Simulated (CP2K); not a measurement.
Two runs for the C K edge of 3-nitrosofuran. Run A: CP2K XAS_TDP, all-electron GAPW, PBEh(45%), aug-cc-pVDZ, TDA, no relativity. Run B differs in one setting.

First lines with a strength over 0.0015. A:

```tsv
atom	energy (eV)	states	strength, one atom
C3 (bonded to 2 C and N)	281.56	1	0.0060
	283.37	1	0.0374
	285.20	1	0.0193
	286.27	1	0.0092
	286.87	1	0.0037
C4 (bonded to 2 C and H)	281.49	1	0.0392
	282.74	1	0.0073
	284.92	1	0.0084
	285.59	1	0.0095
	285.77	1	0.0058
C5 (bonded to C, O and H)	282.77	1	0.0546
	285.96	1	0.0282
	286.43	1	0.0198
	287.17	1	0.0037
	287.48	1	0.0020
C7 (bonded to C, O and H)	281.83	1	0.0541
	285.63	1	0.0033
	286.52	1	0.0207
	287.16	1	0.0161
	287.63	1	0.0060
```

B:

```tsv
atom	energy (eV)	states	strength, one atom
C3 (bonded to 2 C and N)	287.15	1	0.0058
	288.97	1	0.0367
	290.79	1	0.0189
	291.86	1	0.0090
	292.46	1	0.0037
C4 (bonded to 2 C and H)	287.47	1	0.0384
	288.71	1	0.0071
	290.90	1	0.0083
	291.57	1	0.0093
	291.75	1	0.0057
C5 (bonded to C, O and H)	288.62	1	0.0535
	291.81	1	0.0276
	292.28	1	0.0194
	293.02	1	0.0036
	293.32	1	0.0019
C7 (bonded to C, O and H)	287.47	1	0.0530
	291.27	1	0.0032
	292.16	1	0.0203
	292.80	1	0.0158
	293.27	1	0.0059
```

Question: Which was it: the basis, GW2X switched on, scalar relativity switched on, the functional?

GW2X switched on. GW2X shifts an atom's lines together and keeps their spacings. Against PBEh(45%) in aug-cc-pVDZ, the leading lines move by +5.60 eV (C3, to 288.97), +5.98 eV (C4, to 287.47), +5.85 eV (C5, to 288.62) and +5.64 eV (C7, to 287.47).

[Banner, clock and machine lines of the logs are left out without a mark of their own.]

[Logs are printed without paths, hosts, clocks, repeated set-up lines and the standing remarks that a program may print on its own settings, such as how far it seeks lower states.]

[Hosts, paths, dates, database ids (printed as entryN), source tags and the programs' standing remarks are cut or masked in the printed files.]
